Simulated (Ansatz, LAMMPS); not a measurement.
# Electronic structure of Li+ triflate in gamma-butyrolactone and sulfolane and fluoroethylene carbonate at 470 K (233 atoms), part 2 of 2

Wanted: forces, charges and levels of Li+ triflate in gamma-butyrolactone and sulfolane and fluoroethylene carbonate at 470 K (233 atoms).

Ansatz 0.2.0; Kohn-Sham DFT, LDA, PAW (set soft_2), plane waves.

The cell: 45 O, 9 S, 65 C, 101 H, 11 F and 2 Li. The network of contacts between molecules at the start is that of the classical potential that made the cell. The functional has no dispersion term. The density was typed from a rule of thumb and may lie off the real one at this temperature. Only the Γ point is sampled, in a cell whose shortest periodic width is 14 Å.

So far: Set-up; Making the structure; Plane-wave single point.

## Step 3: Plane-wave single point (continued)

Electrostatic potential energy in the ab plane at fractional z = 0.115, with atoms of S and H and O and C and F within 0.2 Å of it. With pseudopotentials it is smooth inside the atoms' cores, unlike the true potential.

Ten even steps from '0' (-39 eV) to '9' (6 eV), each cell a mean:
```
999999998899988889999988888644100499999999
999999996589987259999999987000466999999999
999999998899998679999999998423799999999999
999999999999999999999999999887899999999999
999999999999999999999999999999999999985578
899999999999999999999987479999999999873016
249999999999999998778885369999999999885222
007999999999999997313788899999997679998850
679999999999999998423788899999972038999997
999999999999999999732476578999997789999999
999999999999999999710152047999999999999999
999999999999999999987787411499999999998689
999999999999999999999999610289999999874268
888999999999988899999999977899999876664468
842799999999864578888899987789998720015788
987899999999851267632588887789998600005899
999999999999887788610264589999999864468899
999999999999999999876787899999999999998889
999999999999999999999999999999999999998679
999999999999999999999999999999984369999889
999999999999999843799999768999830018999999
999999999999988610499999888887211479999999
999999999999887777899999998886001799999999
999999999999988899999999998888301699999999
```
Columns run along a (14.4 Å; values clipped at the 3rd and 97th percentile), rows up along b (14.4 Å). Atoms in or near the plane, at fractional coordinates: S at (0.85, 0.36), H at (0.04, 0.38), H at (0.36, 0.92), O at (0.61, 0.48), H at (0.57, 0.73), O at (0.78, 0.14), C at (0.67, 0.92), O at (0.75, 0.98), F at (0.00, 0.68).

Mean Löwdin charges: C -0.09, F -0.24, H +0.22, Li +0.74, O -0.51, S +2.14 e (they miss 1.5 % of the electrons, so they add up to more than the cell's charge). The largest share in the top eV of filled states is O p (79 % of the projected weight), and in the lowest eV of empty states C p (48 % of the projected weight).

## Step 4: Distances and neighbours

These statistics describe the geometry on which the runs were made.

Density 1.19 g/cm³, 12.70 Å³ an atom.

g(r), total and by pair (bins of 0.2 Å):

```csv
r (Å),total,H-H,H-C,H-O,H-F,H-S,H-Li
0.90,0.09,0.00,0.38,0.00,0.00,0.00,0.00
1.10,3.62,0.00,14.75,0.00,0.00,0.00,0.00
1.30,0.89,0.00,0.00,0.00,0.00,0.00,0.00
1.50,1.46,0.00,0.00,0.00,0.00,0.00,0.00
1.70,0.47,1.69,0.00,0.00,0.00,0.00,0.00
1.90,0.58,1.79,0.28,0.20,0.56,0.00,0.00
2.10,1.46,0.35,3.98,1.21,1.20,0.00,0.00
2.30,1.46,1.33,1.51,0.35,0.96,4.79,0.00
2.50,0.95,1.92,0.05,1.07,1.35,1.74,0.00
2.70,1.14,1.58,0.78,1.71,0.57,0.00,0.00
2.90,0.74,0.96,0.61,1.25,0.88,1.53,0.00
3.10,0.76,0.90,0.87,1.07,0.66,1.07,0.00
3.30,0.91,0.49,1.01,1.56,1.17,0.49,1.07
3.50,0.79,0.61,0.81,0.88,0.86,1.45,0.48
3.70,0.74,0.86,0.66,0.83,0.31,1.53,0.42
3.90,0.82,0.96,0.82,0.87,0.62,0.68,0.00
4.10,0.87,1.00,0.67,1.03,0.63,1.25,1.39
4.30,0.93,1.02,0.79,1.32,0.97,0.42,2.20
4.50,1.02,0.91,0.95,1.20,1.21,0.76,1.15
4.70,0.91,0.89,1.00,0.93,0.95,0.81,1.83
4.90,1.03,0.86,1.22,0.98,1.02,0.81,1.71
5.10,1.03,1.04,0.93,0.97,1.18,0.95,0.67
5.30,1.08,1.03,0.98,1.02,1.17,1.06,1.01
5.50,1.04,1.04,1.00,0.95,1.20,0.94,2.13
5.70,1.05,0.95,1.08,0.91,0.88,0.64,0.90
5.90,1.11,0.92,1.19,1.14,1.04,0.85,1.69
6.10,1.07,1.04,1.05,0.98,1.08,0.94,0.78
6.30,1.04,1.07,1.20,0.89,1.09,0.88,1.03
```

Bonds by pair of elements; cutoffs follow the first minimum of g(r), held within bounds set by covalent radii, and pairs that aren't listed don't count as bonded:

```csv
pair A-B,cutoff (Å),bonds,mean length (Å),spread (Å),shortest (Å),B about A,A about B
H-C,1.34,101,1.10,0.039,0.963,1,1.55
C-C,1.82,41,1.52,0.034,1.45,1.26,1.26
C-O,1.73,40,1.34,0.077,1.19,0.615,0.889
C-F,1.62,11,1.36,0.038,1.31,0.169,1
C-S,2.21,16,1.80,0.054,1.73,0.246,1.78
O-S,1.88,20,1.45,0.019,1.42,0.444,2.22
O-Li,2.33,7,1.96,0.117,1.85,0.156,3.5
```

How many atoms have how many bonded neighbours:

```csv
element,mean,1,2,3,4
C,3.85,0,0,10,55
F,1,11,0,0,0
H,1,101,0,0,0
Li,3.5,0,0,1,1
O,1.49,23,22,0,0
S,4,0,0,0,9
```

Bond angles, per cent of each kind in bins of 5°:

```csv
angle (°),C-C-H,H-C-H,C-S-O,H-C-S,C-C-O
90–95,0.0,0.0,0.0,0.0,4.0
95–100,2.0,4.2,0.0,3.6,4.0
100–105,12.1,4.2,14.7,17.9,24.0
105–110,30.9,33.3,55.9,39.3,28.0
110–115,36.9,35.4,26.5,35.7,20.0
115–120,15.4,22.9,2.9,0.0,8.0
120–125,2.7,0.0,0.0,3.6,8.0
125–130,0.0,0.0,0.0,0.0,4.0
```

Bond angles (no mean is given where the spread exceeds 20°):

```csv
angle,count,mean (°),spread (°)
C-C-H,149,111,4.9
H-C-H,48,111,4.9
C-S-O,34,109,3.4
H-C-S,28,109,4.7
C-C-O,25,109,7.2
```

Bond length by coordination (bonds to H left out):

```csv
element,coordination,atoms,mean bond length (Å)
C,3,10,1.34
C,4,55,1.53
Li,3,1,1.99
Li,4,1,1.94
O,1,23,1.38
O,2,22,1.47
```

Rings of the network by King's shortest-path rule, up to 12 atoms, one path for each pair of neighbours; H, halogens, alkali and alkaline-earth atoms are left out, and the last column divides by all other atoms, bonded or not:

```csv
ring size (atoms),rings,per network atom
5,17,0.143
```

For some of the pairs, g(r) has its first main peak near 1.1 Å (H-C) and 2.4 Å (H-S). Counting bonds as in the table, 85 % of C atoms have 4, all F atoms have 1, all H atoms have 1 and 50 % of Li atoms have 3 and as many 4 bonded neighbours. The C-C-H angle averages 111° with a spread of 5°. All rings counted have 5 atoms.

Local excerpt of 13 atoms (numbers count through the whole input) about H75, which bears the longest force; x, y, z are measured from there.

```csv
atom,x,y,z,distance (Å),bonds,Löwdin charge (e),Fx,Fy,Fz (eV/Å)
H75,0.00,0.00,0.00,0.00,1,0.28,-2.69,-4.25,-4.51
C67,0.46,0.50,0.69,0.96,4,-0.54,2.79,3.98,2.05
H74,-0.02,0.24,1.60,1.61,1,0.26,-0.36,0.08,1.69
C66,0.37,1.91,0.08,1.94,4,-0.28,2.98,0.76,2.33
H73,-0.61,2.12,-0.22,2.22,1,0.23,-2.20,0.48,-0.47
S62,2.18,0.07,0.61,2.26,4,2.07,2.36,0.07,0.07
H71,1.03,1.15,-1.83,2.40,1,0.20,-0.55,-0.30,-0.57
C65,1.33,1.91,-1.12,2.58,4,-0.29,0.10,-0.25,1.25
O61,2.38,-1.14,-0.17,2.64,1,-0.75,-0.26,0.01,0.73
O76,-0.37,-2.72,-0.65,2.82,1,-0.75,1.30,0.95,-0.64
H72,0.70,2.69,0.90,2.92,1,0.15,-0.57,-1.10,-1.61
C64,2.65,1.39,-0.52,3.04,4,-0.50,-0.90,0.99,-0.52
O78,-2.45,-1.88,0.42,3.12,1,-0.76,-0.01,-0.63,-0.36
```

The column of bonds counts only the pairs H-C within 1.34 Å, C-C within 1.82 Å, C-O within 1.73 Å, C-F within 1.62 Å, C-S within 2.21 Å, O-S within 1.88 Å, O-Li within 2.33 Å; other neighbours, such as metal atoms beside each other in a compound, aren't counted, and periodic images can show an atom twice.

## Step 5: Results

| Quantity | Value |
| --- | --- |
| free energy per atom | -254.4173 eV/atom |
| pressure | -0.3151 GPa |
| r.m.s. force component | 1.165 eV/Å |
| gap (highest filled to lowest empty level) | 3.233 eV |
| wall time of the 1 DFT run | 64 s |

In words: Between filled and empty levels lie 3.23 eV (at Γ alone); a local or semilocal functional tends to put such gaps too low. In a disordered cell it changes from sample to sample and from frame to frame. Counting bonds as in the table, 85 % of C atoms have 4, all F atoms have 1, all H atoms have 1 and 50 % of Li atoms have 3 and as many 4 bonded neighbours.

**Limits.** The force components of 1.2 eV/Å r.m.s. reflect the temperature of the frame as well as the gap between the generating potential and DFT, above all in bond lengths inside molecules. The pressure of a single frame lacks the kinetic term.

[Logs are printed without paths, hosts, clocks, repeated set-up lines and the standing remarks that a program may print on its own settings, such as how far it seeks lower states.]

[Hosts, paths, dates, database ids (printed as entryN), source tags and the programs' standing remarks are cut or masked in the printed files.]
